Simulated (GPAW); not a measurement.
## In2O3 (R-3c): one start, several treatments of the self-energy

Aim: compare treatments of exchange, screening and correlation for the gap of In2O3 (R-3c).

Calculated with GPAW 26.7.0; LDA and many-body steps on it, plane waves.

**Experimental background.**

- Gap 3.08 eV: optical gap from linear extrapolation of the absorption edge; UV-visible absorption, Tauc-type extrapolation; powder (hydrothermally grown microspheres, annealed at 400 C) (“Fabrication and performance enhancement of an In2O3/BiVO4 heterojunction for N-butanol gas sensing applications”, 2024, pmc:11650617).

### Step 1. The structure

Symmetry: R-3c, No. 167, trigonal system. Conventional cell: a = 5.487 Å, b = 5.487 Å, c = 14.510 Å, α = 90.00°, β = 90.00°, γ = 120.00°. Nearest to In lie 6 O at 2.12 to 2.26 Å. O has 4 In at 2.12 to 2.26 Å nearest. Farther neighbours and most contacts between anions are not listed.

Structure file:

```xyz
10
Lattice="2.7435 1.5840 4.8367 -2.7435 1.5840 4.8367 0.0000 -3.1679 4.8367" Properties=species:S:1:pos:R:3 pbc="T T T"
In    0.0000    0.0000    5.1846
In    0.0000    0.0000    2.0704
In    0.0000    0.0000    9.3254
In    0.0000    0.0000   12.4396
O    -1.1084    1.5840    8.4642
O    -0.8176   -1.7519    8.4642
O     1.9259    0.1679    8.4642
O     1.1084   -1.5840    6.0458
O     0.8176    1.7519    6.0458
O    -1.9259   -0.1679    6.0458
```

The cell and positions come from the Crystallography Open Database and are kept as given unless a step says otherwise. This is not the form that In2O3 usually takes at ambient conditions.

### Step 2. Empty states on the mesh, 2×2×2 mesh, 160 bands

This step: GPAW 26.7.0; DFT, LDA, plane waves, PAW.

The sums over transitions need many empty states on a uniform mesh; this step solves for them.

Contents of run.py:

```python
import json
import numpy as np
from gpaw.mpi import world
from gpaw import GPAW

calc = GPAW('gs.gpw').fixed_density(kpts={'size': (2, 2, 2), 'gamma': True},
    nbands=186,
    convergence={'bands': 160},
    txt='nscf.txt')
calc.write('full.gpw', mode='all')
res = {}
kpts = calc.get_ibz_k_points()
res['kpts'] = kpts
res['eigenvalues'] = [calc.get_eigenvalues(kpt=k) for k in range(len(kpts))]
res['n_electrons'] = calc.get_number_of_electrons()

if world.rank == 0:
    with open('result.json', 'w') as f:
        json.dump(res, f, default=lambda x: x.tolist())
```

Started as:

```bash
> mpirun -n 4 gpaw python run.py
```

Numbers of over 12 decimals in the logs are rounded to 6 here.

Output:

```text
Diagonalizing LCAO Hamiltonian
Converting LCAO to pw mode
convergence criteria:
- Maximum integral of absolute [eigenst]ate change: 4e-08 eV^2 / valence electron
maximum number of iterations: 100

SCF iterations
|iter     |     time |      energy | eigst |  dens |
|iter:   1|  |             | +3.74 |       |
|iter:   2|  |             | +2.48 |       |
|iter:   3|  |             | +1.40 |       |
[...]
|iter:  13|  |             | -6.62 |       |
|iter:  14|  |             | -7.27 |       |
|iter:  15|  |             | -7.60c|       |
SCF steps: 15
  __  _  _
 | _ |_)|_||  |
 |__||  | ||/\| - 26.7.0

Input parameters:
  mode=PW(ecut=600.0),
  convergence={'bands': 160},
  gpts=array([35, 35, 35]),
  kpts=MonkhorstPack(size=(2, 2, 2), gamma=True),
  maxiter=100,
  nbands=186,
  occupations=Occupations(name='fermi-dirac', width=0.001, fixmagmom=False),
  parallel={},
  xc=XC(name='LDA')
# Writing to full.gpw (mode='all')
  [... matrices ...]

timing:  # [seconds]
  Total: 0.040  # ━━━━━━━━━━━━━━━━━━━━━━━━━━━━━━━━━━━━━━━━━━━━━━━━━━━━━━━━━━━
```

Wall time 34 s (4 MPI ranks of Arm Neoverse V2, shared host); peak memory 1.2 GiB; 2.2 min of CPU time.

This step gave:

```
gap                                                           : 1.217 eV
k of the valence top                                          : 0, 0, 0
k of the conduction bottom                                    : 0, 0, 0
least direct gap                                              : 1.217 eV
k points computed                                             : 4
lowest point of the top converged band, above the valence top : 48.97 eV
```

On this mesh the gap is 1.217 eV.

### Step 3. G0W0, Godby-Needs plasmon pole

G0W0 replaces the xc potential by the self-energy, built once from these orbitals. Only a window of levels is corrected, while the sums run over the empty bands that the input names.

This step: G0W0 on LDA, plane waves, PAW.

Contents of run.py:

```python
import json
import numpy as np
from gpaw.mpi import world
from gpaw.response.g0w0 import G0W0

gw = G0W0('full.gpw',
    filename='gw',
    kpts=[0],
    bands=(42, 46),
    ecut=65,
    nbands=150,
    integrate_gamma='WS',
    ppa=True)
gw.calculate()
res = {mode: {k: v for k, v in r.items() if k != 'sigma_eskwn'}
       for mode, r in gw.all_results.items()}

if world.rank == 0:
    with open('result.json', 'w') as f:
        json.dump(res, f, default=lambda x: x.tolist())
```

Started as:

```bash
> mpirun -n 4 gpaw python run.py
```

Output:

```text
Using integrator: PointIntegrator
FrequencyGridDescriptor(from 0.000+0.000j to 0.000+27.211j eV, 2 points)
Nonperiodic BCs:  [False False False]
Using integrator: PointIntegrator
FrequencyGridDescriptor(from 0.000+0.000j to 0.000+27.211j eV, 2 points)
Nonperiodic BCs:  [False False False]
  ___  _ _ _
 |   || | | |
 | | || | | |
 |__ ||_____|
 |___|

BZ k-points: Symmetries present (total): 6

  [... matrices ...]
8 k-points: 2 x 2 x 2 Monkhorst-Pack grid + [1/4,1/4,1/4]
4 k-points in the irreducible part of the Brillouin zone
       k-points in crystal coordinates                weights
   0:     0.00000000    0.00000000    0.00000000          1/8
   1:     0.50000000    0.00000000    0.00000000          3/8
   2:     0.50000000    0.50000000    0.00000000          3/8
   3:     0.50000000    0.50000000    0.50000000          1/8

Distributing spins, k-points and bands (1 x 1 x 4) over 4 processes
Number of blocks: 1

Quasi particle states:
k-points (IBZ indices): [0]
Band range: (42, 46)
  [... matrices ...]
Computational parameters:
Plane wave cut-off: 65 eV
Number of bands: 150
Coulomb cutoff: None
Broadening: 0.1 eV

fxc modes: GW
Kernel: RPA
Using Godby-Needs plasmon-pole approximation:
  Fitting energy: i*E0, E0 = 1.000 Hartree
Summing all q:

Calculating screened Coulomb potential
No Coulomb truncation
FrequencyGridDescriptor(from 0.000+0.000j to 0.000+27.211j eV, 2 points)
Removing empty qpoint cache files...

Calculating chi0 body with:
    Ground state adapter containing:
    Number of spins: 1
    Number of kpoints: 8
    Number of irreducible kpoints: 4
    Number of completely occupied states: 44
    Number of partially occupied states: 44
    Occupied states memory: 28.785706 M / cpu

    Linear response parametrization:
    q_c: [0.0, 0.0, 0.0]
    Number of frequency points: 2
    Planewave cutoff: 65.0
    Number of bands: 150
    Number of planewaves: 157
    Broadening (eta): 1e-06
    comm.size: 4
    kncomm.size: 4
    blockcomm.size: 1

    Memory estimate of potentially large arrays:
        chi0_wGG: 0.752228 M / cpu
Integrating chi0 body.

Symmetries of q_c:
    Direct symmetries (Uq -> q): 6
    Indirect symmetries (TUq -> q): 0
In total 6 allowed symmetries.

  [... matrices ...]
4 groups of equivalent kpoints. 50.0% reduction.

Integral kind: response function
Integrating chi0 head and wings.

Symmetries of q_c:
    Direct symmetries (Uq -> q): 6
    Indirect symmetries (TUq -> q): 0
In total 6 allowed symmetries.

  [... matrices ...]
4 groups of equivalent kpoints. 50.0% reduction.

Integral kind: response function wings

Calculating chi0 body with:
    Ground state adapter containing:
    Number of spins: 1
    Number of kpoints: 8
    Number of irreducible kpoints: 4
    Number of completely occupied states: 44
    Number of partially occupied states: 44
    Occupied states memory: 28.785706 M / cpu

    Linear response parametrization:
[... the further q-points ...]

Results:
f:      Occupation numbers
eps:     KS-eigenvalues [eV]
vxc:     KS vxc [eV]
exx:     Exact exchange [eV]
sigma:   Self-energies [eV]
dsigma:  Self-energy derivatives
Z:       Renormalization factors
qp:      QP-energies [eV]

k-point 0 (0): (0.000, 0.000, 0.000)                GW
band       f     eps     vxc     exx   sigma  dsigma       Z      qp
                                                                   GW
  42   1.000   5.261 -22.873 -27.682   4.880  -0.289   0.776   5.316
  43   1.000   5.261 -22.873 -27.682   4.880  -0.289   0.776   5.316
  44   0.000   6.478 -16.748 -12.293  -3.049  -0.207   0.829   7.643
  45   0.000  10.692 -14.845  -9.262  -3.756  -0.210   0.826  12.201
```

Run time: 29 s. Hardware: 4 MPI ranks; peak memory 1.6 GiB; 1.9 min of CPU time.

Numbers from this step:

- G0W0 gap on the points computed: 2.327 eV
- least direct G0W0 gap on the computed points: 2.327 eV
- Z at the valence top: 0.7759
- Z at the conduction bottom: 0.8287
- starting gap on the mesh: 1.217 eV
- k of the valence top: 0, 0, 0
- k of the conduction bottom: 0, 0, 0

The gap on the mesh goes from 1.22 eV to 2.33 eV, a correction of +1.11 eV.

### Step 4. G0W0, full frequency, Hilbert transform

run.py: that of step 3 with these lines changed.

```diff
@@ -12,3 +12,5 @@
     integrate_gamma='WS',
-    ppa=True)
+    frequencies={'type': 'nonlinear', 'domega0': 0.1, 'omega2': 15.0},
+    eta=0.1,
+    nblocksmax=True)
 gw.calculate()
```

Started as:

```bash
> mpirun -n 4 gpaw python run.py
```

Output:

```text
Using integrator: PointIntegrator
NonLinearFrequencyDescriptor(from 0.000 to 65.341 eV, 234 points)
Nonperiodic BCs:  [False False False]
Using integrator: PointIntegrator
NonLinearFrequencyDescriptor(from 0.000 to 65.341 eV, 234 points)
Nonperiodic BCs:  [False False False]
  ___  _ _ _
 |   || | | |
 | | || | | |
 |__ ||_____|
 |___|

BZ k-points: Symmetries present (total): 6

  [... matrices ...]
8 k-points: 2 x 2 x 2 Monkhorst-Pack grid + [1/4,1/4,1/4]
4 k-points in the irreducible part of the Brillouin zone
       k-points in crystal coordinates                weights
   0:     0.00000000    0.00000000    0.00000000          1/8
   1:     0.50000000    0.00000000    0.00000000          3/8
   2:     0.50000000    0.50000000    0.00000000          3/8
   3:     0.50000000    0.50000000    0.50000000          1/8

Distributing spins, k-points and bands (1 x 1 x 4) over 1 process
Number of blocks: 4

Quasi particle states:
k-points (IBZ indices): [0]
Band range: (42, 46)
  [... matrices ...]
Computational parameters:
Plane wave cut-off: 65 eV
Number of bands: 150
Coulomb cutoff: None
Broadening: 0.1 eV

fxc modes: GW
Kernel: RPA
Using full-frequency real axis integration
Summing all q:

Calculating screened Coulomb potential
No Coulomb truncation
NonLinearFrequencyDescriptor(from 0.000 to 65.341 eV, 234 points)
Removing empty qpoint cache files...

Calculating chi0 body with:
    Ground state adapter containing:
    Number of spins: 1
    Number of kpoints: 8
    Number of irreducible kpoints: 4
    Number of completely occupied states: 44
    Number of partially occupied states: 44
    Occupied states memory: 28.785706 M / cpu

    Linear response parametrization:
    q_c: [0.0, 0.0, 0.0]
    Number of frequency points: 234
    Planewave cutoff: 65.0
    Number of bands: 150
    Number of planewaves: 157
    Broadening (eta): 0.1
    comm.size: 4
    kncomm.size: 1
    blockcomm.size: 4

    Memory estimate of potentially large arrays:
        chi0_wGG: 22.002663 M / cpu
Integrating chi0 body.

Symmetries of q_c:
    Direct symmetries (Uq -> q): 6
    Indirect symmetries (TUq -> q): 0
In total 6 allowed symmetries.

  [... matrices ...]
4 groups of equivalent kpoints. 50.0% reduction.

Integral kind: spectral function
Integrating chi0 head and wings.

Symmetries of q_c:
    Direct symmetries (Uq -> q): 6
    Indirect symmetries (TUq -> q): 0
In total 6 allowed symmetries.

  [... matrices ...]
4 groups of equivalent kpoints. 50.0% reduction.

Integral kind: spectral function wings

Calculating chi0 body with:
    Ground state adapter containing:
    Number of spins: 1
    Number of kpoints: 8
    Number of irreducible kpoints: 4
    Number of completely occupied states: 44
    Number of partially occupied states: 44
    Occupied states memory: 28.785706 M / cpu

    Linear response parametrization:
[... the further q-points ...]

Results:
f:      Occupation numbers
eps:     KS-eigenvalues [eV]
vxc:     KS vxc [eV]
exx:     Exact exchange [eV]
sigma:   Self-energies [eV]
dsigma:  Self-energy derivatives
Z:       Renormalization factors
qp:      QP-energies [eV]

k-point 0 (0): (0.000, 0.000, 0.000)                GW
band       f     eps     vxc     exx   sigma  dsigma       Z      qp
                                                                   GW
  42   1.000   5.261 -22.873 -27.682   4.873  -0.377   0.726   5.307
  43   1.000   5.261 -22.873 -27.682   4.873  -0.377   0.726   5.307
  44   0.000   6.478 -16.748 -12.293  -3.030  -0.273   0.785   7.597
  45   0.000  10.692 -14.845  -9.262  -3.738  -0.301   0.768  12.109
```

The job ended after 55 s (4 MPI ranks; peak memory 1.7 GiB).

This step gave:

- G0W0 gap on the points computed: 2.290 eV
- least direct G0W0 gap on the computed points: 2.290 eV
- Z at the valence top: 0.7265
- Z at the conduction bottom: 0.7854
- starting gap on the mesh: 1.217 eV
- k of the valence top: 0, 0, 0
- k of the conduction bottom: 0, 0, 0

Against G0W0 in GPAW (2×2×2 mesh, 150 bands, screening to 65 eV, Godby-Needs plasmon pole), the gap moves by −0.037 eV.

### Step 5. G0W0, multipole

run.py: that of step 4 with these lines changed.

```diff
@@ -12,5 +12,3 @@
     integrate_gamma='WS',
-    frequencies={'type': 'nonlinear', 'domega0': 0.1, 'omega2': 15.0},
-    eta=0.1,
-    nblocksmax=True)
+    mpa={'npoles': 4, 'wrange': [0, 40], 'varpi': 20.0, 'eta0': 0.01, 'eta_rest': 1.0, 'alpha': 1})
 gw.calculate()
```

Started as:

```bash
> mpirun -n 4 gpaw python run.py
```

Output:

```text
Using integrator: PointIntegrator
FrequencyGridDescriptor(from 0.000+0.010j to 40.000+20.000j eV, 8 points)
Nonperiodic BCs:  [False False False]
Using integrator: PointIntegrator
FrequencyGridDescriptor(from 0.000+0.010j to 40.000+20.000j eV, 8 points)
Nonperiodic BCs:  [False False False]
  ___  _ _ _
 |   || | | |
 | | || | | |
 |__ ||_____|
 |___|

BZ k-points: Symmetries present (total): 6

  [... matrices ...]
8 k-points: 2 x 2 x 2 Monkhorst-Pack grid + [1/4,1/4,1/4]
4 k-points in the irreducible part of the Brillouin zone
[...]
Results:
f:      Occupation numbers
eps:     KS-eigenvalues [eV]
vxc:     KS vxc [eV]
exx:     Exact exchange [eV]
sigma:   Self-energies [eV]
dsigma:  Self-energy derivatives
Z:       Renormalization factors
qp:      QP-energies [eV]

k-point 0 (0): (0.000, 0.000, 0.000)                GW
band       f     eps     vxc     exx   sigma  dsigma       Z      qp
                                                                   GW
  42   1.000   5.261 -22.873 -27.682   4.866  -0.351   0.740   5.303
  43   1.000   5.261 -22.873 -27.682   4.866  -0.351   0.740   5.303
  44   0.000   6.478 -16.748 -12.293  -3.021  -0.245   0.803   7.630
  45   0.000  10.692 -14.845  -9.262  -3.727  -0.256   0.796  12.169
```

It took 33 s on 4 MPI ranks; peak memory 1.6 GiB.

Numbers from this step:

```
G0W0 gap on the points computed              : 2.328 eV
least direct G0W0 gap on the computed points : 2.328 eV
starting gap on the mesh                     : 1.217 eV
k of the valence top                         : 0, 0, 0
k of the conduction bottom                   : 0, 0, 0
```

Against G0W0 in GPAW (2×2×2 mesh, 150 bands, screening to 65 eV, Godby-Needs plasmon pole), the gap moves by +0.001 eV.

### Step 6. The runs together

Times are wall times on 4 MPI ranks of Arm Neoverse V2, shared host, good to a factor of about two.

```csv
run,mesh,bands,screening cutoff (eV),DFT gap (eV),gap on the mesh (eV),direct (eV),time
"G0W0, Godby-Needs plasmon pole",2×2×2,150,65,1.217,2.327,2.327,29 s
"G0W0, full frequency, Hilbert transform",2×2×2,150,65,1.217,2.290,2.290,55 s
"G0W0, multipole",2×2×2,150,65,1.217,2.328,2.328,33 s
```

### Step 7. Summary of results

- G0W0, Godby-Needs plasmon pole: 2.327 eV
- G0W0, full frequency, Hilbert transform: 2.290 eV
- G0W0, multipole: 2.328 eV
- known limits: not at the basis limit; no spin-orbit coupling; coarse k mesh

G0W0, full frequency, Hilbert transform: −0.037 eV against G0W0, Godby-Needs plasmon pole. G0W0, multipole: no change against G0W0, Godby-Needs plasmon pole. Against experiment, by G0W0, Godby-Needs plasmon pole: the gap of 2.33 eV lies −0.75 eV from the measured 3.08 eV (optical, 2024). An exciton line or allowed optical edge lies below the quasiparticle gap by the binding energy; a forbidden edge can push the onset above it. These are gaps on the mesh, at modest bands and cutoff. The calculation has static nuclei and no excitons; a measured gap holds zero-point and thermal motion, which mostly lowers it. Against the values above the computed gap that would widen the miss. An edge that is forbidden or weak in absorption could explain it, and so could too strong a screening: the start's gap is only 1.22 eV, the mesh is coarse, and one shot does not repair that. Bands and cutoff are finite, so the gap is not at the basis limit. The miss can reach some tenths of an eV and take either sign; the mesh is an error of its own. These stock PAW sets were not made for GW. In the G0W0 runs levels were corrected at 1 k point alone, so a gap called «on the mesh» is the least over those, and an edge elsewhere would be missed. The 2×2×2 mesh is coarse for this cell, which bears on the long-range parts of exchange and screening. The many-body steps are scalar-relativistic: spin-orbit coupling is not in them.

[Paths, hosts, dates, memory and timing lines, banners, echoed tables and standing remarks are left out of the program output.]

[Logs are printed without paths, hosts, clocks, repeated set-up lines and the standing remarks that a program may print on its own settings, such as how far it seeks lower states.]

[Runs of the session that timed out or met a known fault of the program may be left out.]

[Hosts, paths, dates, database ids (printed as entryN), source tags and the programs' standing remarks are cut or masked in the printed files.]
